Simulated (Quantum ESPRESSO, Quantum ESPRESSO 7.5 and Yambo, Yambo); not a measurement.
# ZnWO4 (P2/c): a self-consistent loop beyond G0W0, cycle by cycle

Wanted: G0W0 and self-consistent gaps of ZnWO4 (P2/c), with the cost of the cycles.

Main program and level: Quantum ESPRESSO 7.5 and Yambo 5.3.0; LDA and many-body steps on it, plane waves.

**The experiments to reproduce.**

- Gap 3.9 eV: direct gap from absorption edge with Urbach fit (lower value of the range); optical absorption; 300 K; bulk crystal (thin cleaved platelet of Czochralski crystal, 10-30 um thick) (“Optical absorption of divalent metal tungstates: Correlation between the band-gap energy and the cation ionic radius”, 2008, arxiv:0807.2115).

### 1. Set-up

It takes space group P2/c (No. 13, monoclinic). The conventional cell has a = 4.699 Å, b = 5.729 Å, c = 4.937 Å, α = 90.00°, β = 90.61°, γ = 90.00°. Nearest to Zn lie 6 O at 2.04 to 2.23 Å. W has 6 O at 1.79 to 2.13 Å nearest. Nearest to O lie 2 W at 1.90 to 2.13 Å and 1 Zn at 2.04 Å. Nearest to O lie 1 W at 1.79 Å and 2 Zn at 2.07 to 2.23 Å. Farther neighbours and most contacts between anions are not listed.

Geometry: measured (diffraction); atoms relaxed with LDA. The runs that relaxed it are not among those shown. Spin-orbit coupling is left out unless a step names it.

### 2. Empty states on the mesh, 4×2×4 mesh, 198 bands

This step: Quantum ESPRESSO 7.5; DFT, LDA, plane waves, norm-conserving pseudopotentials.

The sums over transitions need many empty states on a uniform mesh; this step solves for them.

pw.in reads:

```
&control
  calculation = 'nscf'
  prefix = 'x'
  outdir = 'o'
  pseudo_dir = 'pseudo'
/
&system
  ibrav = 0
  nat = 12
  ntyp = 3
  ecutwfc = 72.0
  nbnd = 198
  force_symmorphic = .true.
/
&electrons
  conv_thr = 1e-9
  electron_maxstep = 80
  diago_full_acc = .true.
  diago_thr_init = 5e-6
/
ATOMIC_SPECIES
  Zn 65.38 Zn.upf
  W 183.84 W.upf
  O 15.999 O.upf
CELL_PARAMETERS angstrom
  4.6986000000 -0.0000000000 0.0000000000
  -0.0000000000 5.7293000000 -0.0000000000
  -0.0529884090 -0.0000000000 4.9364156144
ATOMIC_POSITIONS crystal
  Zn 0.5000000000 0.6783662714 0.2500000000
  Zn 0.5000000000 0.3216337286 0.7500000000
  W 0.0000000000 0.1797176915 0.2500000000
  W 0.0000000000 0.8202823085 0.7500000000
  O 0.2127134037 0.1077526921 0.9345085621
  O 0.7872865928 0.1077526921 0.5654914111
  O 0.7872865928 0.8922473079 0.0654914111
  O 0.2127134037 0.8922473079 0.4345085621
  O 0.2578447892 0.3714211883 0.4017484683
  O 0.7421552072 0.3714211883 0.0982515050
  O 0.7421552072 0.6285788117 0.5982515050
  O 0.2578447892 0.6285788117 0.9017484683
K_POINTS automatic
  4 2 4 0 0 0
```

Launch:

```sh
OMP_NUM_THREADS=1 mpirun -n 8 pw.x -nk 4 -in pw.in > pw.out
```

The program printed:

```text
Program PWSCF v.7.5 starts

     This program is part of the open-source Quantum ESPRESSO suite
     for quantum simulation of materials; please cite
         "P. Giannozzi et al., J. Phys.:Condens. Matter 21 395502 (2009);
         "P. Giannozzi et al., J. Phys.:Condens. Matter 29 465901 (2017);
         "P. Giannozzi et al., J. Chem. Phys. 152 154105 (2020);
     in publications or presentations arising from this work. More details at

     Atomic positions and unit cell read from directory:
     o/x.save/

     Message from routine setup:
[...]
20.4507  20.4507  21.5078  21.5078  21.8200  21.8200  23.7725  23.7725
     [... 13 further rows ...]
    59.7552  59.7552  60.5268  60.5268  61.2270  61.2270  61.6663  61.6663
    62.1888  62.1888  63.2169  63.2169  63.7703  63.7705

          k = 0.0000-0.4101 0.0000 (  9254 PWs)   bands (ev):

     [... further k-points ...]

     highest occupied, lowest unoccupied level (ev):     9.0547   11.9868

     XML data file, pseudopotentials, collected wavefunctions

=------------------------------------------------------------------------------=
   JOB DONE.
=------------------------------------------------------------------------------=
```

The job ended after 58 s (8 MPI ranks of Arm Neoverse V2, shared host; peak memory 1.1 GiB).

Numbers from this step:

| Property | Result |
| --- | --- |
| gap | 2.932 eV |
| k of the valence top | 0.25, 0, -0.25 |
| k of the conduction bottom | 0, -0.5, 0 |
| least direct gap | 2.942 eV |
| k points computed | 20 |
| lowest point of the top converged band, above the valence top | 53.6272 eV |

On this mesh the gap is 2.932 eV.

The density comes from a self-consistent run that is not shown.

### 3. Conversion and set-up

This step: Yambo 5.3.0; conversion and set-up on LDA, plane waves, norm-conserving pseudopotentials.

The states are converted to the many-body program's format and the q mesh is built.

Launch:

```sh
(cd o/x.save; p2y > p2y.log; mv SAVE ../..); yambo > setup.log
```

The program printed:

```text
 Yambo, version 5.3.0

 [02] CORE Variables Setup
 =========================

  [02.01] Unit cells
  ==================

  Cell kind             :  Unknown
  Atoms in the cell     :  Zn  W  O
  number of Zn atoms    :  2
  number of W  atoms    :  2
  number of O  atoms    :   8

  List of atomic masses
  Mass of Zn    :  65.38000
  Mass of W     :  183.8400
  Mass of O     :  15.99900

  List of atomic coordinates    : [cc]
  Zn1       :  4.414500  7.344541  2.332118  order 1
  Zn2       :  4.364433  3.482267  6.996355  order 2
[...]
rlu = crystal or reduced units; cc = cartesian coordinates; iku = interal k-units

 Q [ 1]         [rlu]:  0.000000  0.000000  0.000000
 Q [ 2]         [rlu]: -0.13368E-19   0.0000      0.25000
 Q [ 3]         [rlu]:  0.26737E-19   0.0000     -0.50000
[...]
Q [ 8]         [rlu]:  0.250000  0.000000  0.250000
 Q [ 9]         [rlu]:  0.250000  0.000000 -0.500000
 Q [10]         [rlu]:  0.250000  0.000000 -0.250000
     [... 8 further rows ...]
 Q [19]         [rlu]: -0.500000 -0.500000  0.250000
 Q [20]         [rlu]:  0.500000  0.500000 -0.500000

  [03.01] X indexes
  =================

   [03.01.01] Sigma indexes
   ========================

 [06] Game Over & Game summary
```

Run time: 3.9 s. Hardware: 1 MPI rank; peak memory 0.26 GiB.

### 4. G0W0

Now the one-shot GW correction: screening in the RPA, then the self-energy of the levels asked for.

This step: G0W0 on LDA, plane waves, norm-conserving pseudopotentials.

gw1.in reads:

```
HF_and_locXC
gw0
dyson
ppa
em1d
rim_cut
RandQpts= 1000000
RandGvec= 1 RL
EXXRLvcs= 72 Ry
VXCRLvcs= 288 Ry
Chimod= "HARTREE"
% BndsRnXp
 1 | 198 |
%
NGsBlkXp= 7 Ry
% LongDrXp
 1 | 1 | 1 |
%
% GbndRnge
 1 | 198 |
%
DysSolver= "n"
ExtendOut
PPAPntXp= 27.21138 eV
% QPkrange
 10 | 10 | 57 | 60 |
 4 | 4 | 57 | 60 |
 1 | 1 | 57 | 60 |
%
```

Launch:

```sh
OMP_NUM_THREADS=2 mpirun -n 4 yambo -F gw1.in -J gw1 -C gw1 > gw1.log
```

The program printed:

```text
 Yambo, version 5.3.0

 [02] CORE Variables Setup
 =========================

  [... cell, symmetries and grids as in the set-up ...]

  [02.05] Energies & Occupations
  ==============================

  [X] === General ===
  [X] Electronic Temperature                        :  0.000000  0.000000 [eV K]
  [X] Bosonic    Temperature                        :  0.000000  0.000000 [eV K]
  [X] Finite Temperature mode                       : no
  [X] El. density                                   :  0.87292E+24 [cm-3]
  [X] Fermi Level                                   :  9.054689 [eV]

  [X] === Gaps and Widths ===
  [X] Conduction Band Min                           :  2.932110 [eV]
  [X] Valence Band Max                              :  0.000000 [eV]
  [X] Filled Bands                                  :   58
  [X] Empty Bands                                   :   59  198
  [X] Direct Gap                                    :  2.941652 [eV]
  [X] Direct Gap localized at k                     :   4
  [X] Indirect Gap                                  :  2.932110 [eV]
  [X] Indirect Gap between kpts                     :  10   4
  [X] Last valence band width                       :  0.295616 [eV]
  [X] 1st conduction band width                     :  0.789546 [eV]

 [03] Transferred momenta grid and indexing
 ==========================================

 IBZ Q-points                                      :  20
 BZ  Q-points                                      :   32

 K/Q-points units:
 rlu = crystal or reduced units; cc = cartesian coordinates; iku = interal k-units

 Q [ 1]         [rlu]:  0.000000  0.000000  0.000000
 Q [ 2]         [rlu]: -0.13368E-19   0.0000      0.25000
 Q [ 3]         [rlu]:  0.26737E-19   0.0000     -0.50000
 Q [ 4]         [rlu]:  0.000000 -0.500000  0.000000
 Q [ 5]         [rlu]: -0.13368E-19 -0.50000      0.25000
 Q [ 6]         [rlu]:  0.26737E-19 -0.50000     -0.50000
 Q [ 7]         [rlu]:  0.25000       0.0000     -0.76456E-18
 Q [ 8]         [rlu]:  0.250000  0.000000  0.250000
 Q [ 9]         [rlu]:  0.250000  0.000000 -0.500000
 Q [10]         [rlu]:  0.250000  0.000000 -0.250000
     [... 8 further rows ...]
 Q [19]         [rlu]: -0.500000 -0.500000  0.250000
 Q [20]         [rlu]:  0.500000  0.500000 -0.500000

 [04] Coloumb potential Random Integration (RIM)
 ===============================================

  [04.01] RIM initialization
  ==========================

  * Diagonal components only detected *

  8 x (sBL volume)        :  0.069151 [a.u.]
  sBZ random points       :  1000000
  Points outside the sBZ  :   7991605
  RL volume               :  0.276606 [a.u.]
  Integrated volume       :  0.276896 [a.u.]

  [04.02] RIM integrals
  =====================

  Gamma point sphere radius             :  0.074453 [a.u.]
  Points outside the sphere             :   799802
  [Int_sBZ(q=0) 1/q^2]*(Vol_sBZ)^(-1/3) =:  7.448448
                                 should be <:  7.795600

  Summary of Coulomb integrals for non-metallic bands |Q|[au] RIM/Bare

  Q [1] 0.100000E-4 0.955468 * Q [2] 0.168387 0.898496
  Q [7] 0.176920 0.930733 * Q [10] 0.242931 0.973558
  Q [8] 0.245550 0.970092 * Q [4] 0.290168 1.207074
  Q [5] 0.335487 1.109355 * Q [3] 0.336775 0.977072
  Q [11] 0.339850 1.108284 * Q [15] 0.353841 0.985783
  Q [14] 0.378435 1.067488 * Q [9] 0.378733 0.985960
  Q [12] 0.380121 1.064080 * Q [16] 0.390229 0.989313
  Q [6] 0.444539 1.029682 * Q [18] 0.457603 1.028487
  Q [13] 0.477112 1.022369 * Q [17] 0.485862 0.993541
  Q [19] 0.486288 1.021413 * Q [20] 0.565915 1.010713

 [05] Dipoles
 ============

  [05.01] Setup: observables and procedures
  =========================================

  [WARNING] [x,Vnl] slows the Dipoles computation. To neglect it rename the ns.kb_pp file

 [06] Dynamic Dielectric Matrix (PPA)
 ====================================

 [WR./gw1//ndb.pp]---------------------------------------------------------------
  Brillouin Zone Q/K grids (IBZ/BZ)                :   20   32   20   32
  RL vectors                                       :  11185 [WF]
  Coulomb cutoff potential                         : none
  Electronic Temperature                           :  0.000000 [K]
  Bosonic    Temperature                           :  0.000000 [K]
  PPA    diel. fun.  energies                      : Slater exchange(X)+Perdew & Wang(C)
  wavefunctions                                    : Slater exchange(X)+Perdew & Wang(C)
  Global Gauge                                     : length
  X matrix size                                    :  281
  X band range                                     :    1  198
  X e/h energy range                               : -1.000000 -1.000000 [eV]
  X Time ordering                                  : R
  X Hxc Kernel                                     : HARTREE
  X Drude frequency                                :  0.000000  0.000000
  X poles                                          :  100.0000 [o/o]
  RL vectors in the sum                            :  11185
  [r,Vnl] included                                 : yes
  Field direction                                  :  0.577350E-5  0.577350E-5  0.577350E-5
  BZ energy Double Grid                            : no
  BZ energy DbGd points                            : 0
  BZ Q point size factor                           : -1.000000
  X Optical Averaged directions                    : none

 [07] Local Exchange-Correlation + Non-Local Fock
 ================================================

 [VXC] Plane waves :   73983
 [EXS] Plane waves :   9243

 QP @ state[ 1 ] K range:  1  1
 QP @ state[ 1 ] b range:   57   60
 QP @ state[ 2 ] K range:   4   4
 QP @ state[ 2 ] b range:   57   60
 QP @ state[ 3 ] K range:  10  10
 QP @ state[ 3 ] b range:   57   60

 [xc] Functional : Slater exchange(X)+Perdew & Wang(C)
 [xc] LIBXC used to calculate xc functional
  PP Number of Atomic Species                      :  3
  NLCC RL compoments                               :   73983
  PP Number of Atomic Species                      :  3
  NLCC RL compoments                               :   73983

 [xc] E_xc :  -79.59573 [Ha]
      E_xc :  -159.1915 [Ry]

  Local XC kind (lXC) : Slater exchange(X)+Perdew & Wang(C)
  Non-Local XC kind (nlXC) : Hartree-Fock

  Corrections @ K [1] :  [eV]
 <57|nlXC|57> = -25.20542 -0.44409E-17 <57|lXC|57> = -20.25071  0.000000
 <58|nlXC|58> = -25.01782 -0.50853E-17 <58|lXC|58> = -19.89512  0.75527E-15
 <59|nlXC|59> = -12.65719  0.13361E-17 <59|lXC|59> = -17.84532  0.37763E-15
 <60|nlXC|60> = -12.95015  0.88782E-18 <60|lXC|60> = -18.56894  0.000000

  Corrections @ K [4] :  [eV]
 <57|nlXC|57> = -24.63036 -0.60986E-17 <57|lXC|57> = -19.58210 -0.61956E-16
 <58|nlXC|58> = -26.99988 -0.17249E-16 <58|lXC|58> = -21.86898 -0.28323E-15
[...]
Corrections @ K [10] :  [eV]
[...]
<58|nlXC|58> = -26.16563  0.90814E-17 <58|lXC|58> = -21.10993  0.000000
 <59|nlXC|59> = -12.16571  0.62647E-18 <59|lXC|59> = -17.77104  0.37763E-15
 <60|nlXC|60> = -12.16017  0.18454E-17 <60|lXC|60> = -17.58747 -0.18882E-15

 [08] Dyson equation: Newton solver
 ==================================

  [08.01] G0W0 (W PPA)
  ====================

  [  GW  ] Bands range     :    1  198
  [GW/PPA] G damping       :  0.100000 [eV]

  QP @ state[ 1 ] K range:  1  1
  QP @ state[ 1 ] b range:   57   60
  QP @ state[ 2 ] K range:   4   4
  QP @ state[ 2 ] b range:   57   60
  QP @ state[ 3 ] K range:  10  10
  QP @ state[ 3 ] b range:   57   60

   Sc/G bands                                       :    1  198
   Sc/G damping                                     :  0.100000 ev
   Sc bands terminator                              : no
   Sx RL components                                 :   9243

   QP @ state[ 1 ] K range                          :  1  1
   QP @ state[ 1 ] b range                          :   57   60
   QP @ state[ 2 ] K range                          :   4   4
   QP @ state[ 2 ] b range                          :   57   60
   QP @ state[ 3 ] K range                          :  10  10
   QP @ state[ 3 ] b range                          :   57   60
   GF energies kind                                 : Slater exchange(X)+Perdew & Wang(C)
   GF WF`s kind                                     : Slater exchange(X)+Perdew & Wang(C)
   Xs energies kind                                 : Slater exchange(X)+Perdew & Wang(C)
   Xs WF`s kind                                     : Slater exchange(X)+Perdew & Wang(C)

 [11] Game Over & Game summary
```

It took 5.5 min on 4 MPI ranks; peak memory 7.3 GiB; 41 min of CPU time.

This step gave:

* G0W0 gap on the points computed: 4.752 eV
* starting gap on the mesh: 2.932 eV
* k of the valence top: 0.25, 0, -0.25
* k of the conduction bottom: 0, -0.5, 0
* least direct G0W0 gap on the computed points: 4.794 eV
* Z at the valence top: 0.7801
* Z at the conduction bottom: 0.8208

The gap on the mesh goes from 2.93 eV to 4.75 eV, a correction of +1.82 eV.

### 5. evGW0, cycle 1

This step: evGW0 on LDA, plane waves, norm-conserving pseudopotentials.

gw3.in, as its differences from gw1.in of step 4:

```diff
@@ -25,5 +25,4 @@
 % QPkrange
- 10 | 10 | 57 | 60 |
- 4 | 4 | 57 | 60 |
- 1 | 1 | 57 | 60 |
+ 1 | 20 | 56 | 61 |
 %
+GfnQPdb= "E < ./gw2/ndb.QP"
```

Launch:

```sh
OMP_NUM_THREADS=2 mpirun -n 4 yambo -F gw3.in -J gw3,gw1_W -C gw3 > gw3.log
```

The program printed:

```text
 Yambo, version 5.3.0

 [02] CORE Variables Setup
 =========================

  [... cell, symmetries and grids as in the set-up ...]

  [02.05] Energies & Occupations
  ==============================

  [X] === General ===
  [X] Electronic Temperature                        :  0.000000  0.000000 [eV K]
  [X] Bosonic    Temperature                        :  0.000000  0.000000 [eV K]
  [X] Finite Temperature mode                       : no
  [X] El. density                                   :  0.87292E+24 [cm-3]
  [X] Fermi Level                                   :  9.054689 [eV]

  [X] === Gaps and Widths ===
  [X] Conduction Band Min                           :  2.932110 [eV]
  [X] Valence Band Max                              :  0.000000 [eV]
  [X] Filled Bands                                  :   58
  [X] Empty Bands                                   :   59  198
  [X] Direct Gap                                    :  2.941652 [eV]
  [X] Direct Gap localized at k                     :   4
  [X] Indirect Gap                                  :  2.932110 [eV]
  [X] Indirect Gap between kpts                     :  10   4
  [X] Last valence band width                       :  0.295616 [eV]
  [X] 1st conduction band width                     :  0.789546 [eV]

 [03] Transferred momenta grid and indexing
 ==========================================

 IBZ Q-points                                      :  20
 BZ  Q-points                                      :   32

 K/Q-points units:
 rlu = crystal or reduced units; cc = cartesian coordinates; iku = interal k-units

 Q [ 1]         [rlu]:  0.000000  0.000000  0.000000
 Q [ 2]         [rlu]: -0.13368E-19   0.0000      0.25000
 Q [ 3]         [rlu]:  0.26737E-19   0.0000     -0.50000
[...]
[G+QP] Indirect Gap between kpts                  :  10   4
  [G+QP] Last valence band width                    :  0.376644 [eV]
  [G+QP] 1st conduction band width                  :  0.826589 [eV]

  [coarse-grid] Minimum Bare Gap        [ev]:  2.932110
  [coarse-grid] Minimum Gap Correction  [ev]:  1.820011

  Eqp @ K [ 1]
  -130.2302 -130.2301  -81.9103  -81.9096  -81.9012  -81.9001  -81.8937  -81.8935
  -78.95994 -78.95118 -41.03923 -40.98956 -40.96690 -40.89569 -40.88529 -40.84261
  -19.24755 -17.83723 -17.62789 -17.46047 -17.41723 -17.40068 -17.02794 -16.84668
[...]
[... 3 further rows ...]
[...]
Eqp @ K [ 2]
[...]
[... 3 further rows ...]
[...]
Eqp @ K [ 3]
[...]
Eqp @ K [ 8]
[...]
[... 3 further rows ...]
[...]
Eqp @ K [ 9]
[...]
[... 157 further rows ...]
   29.67911  29.67912  30.64195  30.64195  31.49580  31.49581  32.80514  32.80514
   33.70797  33.70797  34.34380  34.34381  35.14083  35.14083  36.20722  36.20722

 [07] Dipoles
 ============

  [07.01] Setup: observables and procedures
  =========================================

 [08] Dynamic Dielectric Matrix (PPA)
 ====================================

   Sc/G bands                                       :    1  198
   Sc/G damping                                     :  0.100000 ev
   Sc bands terminator                              : no
   Sx RL components                                 :   9243

   QP @ state[ 1 ] K range                          :   1  20
   QP @ state[ 1 ] b range                          :   56   61
   GF energies kind                                 : Slater exchange(X)+Perdew & Wang(C)+ E < ./gw2/ndb.QP + @E Fit
   GF WF`s kind                                     : Slater exchange(X)+Perdew & Wang(C)
   Xs energies kind                                 : Slater exchange(X)+Perdew & Wang(C)
   Xs WF`s kind                                     : Slater exchange(X)+Perdew & Wang(C)

 [13] Game Over & Game summary
```

Wall time 5.4 min (4 MPI ranks); peak memory 7.4 GiB.

Numbers from this step:

```
quasiparticle gap on the mesh                         : 5.003 eV
gap of the density functional on the mesh             : 2.932 eV
k of the valence top                                  : 0.25, 0, -0.25
k of the conduction bottom                            : 0, -0.5, 0
least direct quasiparticle gap on the computed points : 5.050 eV
Z at the valence top                                  : 0.7849
Z at the conduction bottom                            : 0.8375
```

Against G0W0 in Yambo (4×2×4 mesh, 198 bands, screening to 95.2 eV, Godby-Needs plasmon pole), the gap moves by +0.251 eV.

The program's own table gives 5.299 eV, which is too large where the input levels are shifted: this version takes Σc at the unshifted level E₀, yet steps from the shifted one. The value above is the Newton step from E₀, E₀ + Z(Σc + Σx − Vxc), rebuilt from the printed columns.

(Part 1 of 2 ends here.)

[Paths, hosts, dates, memory and timing lines, banners, echoed tables and standing remarks are left out of the program output.]

[Logs are printed without paths, hosts, clocks, repeated set-up lines and the standing remarks that a program may print on its own settings, such as how far it seeks lower states.]

[Runs of the session that timed out or met a known fault of the program may be left out.]

[Hosts, paths, dates, database ids (printed as entryN), source tags and the programs' standing remarks are cut or masked in the printed files.]
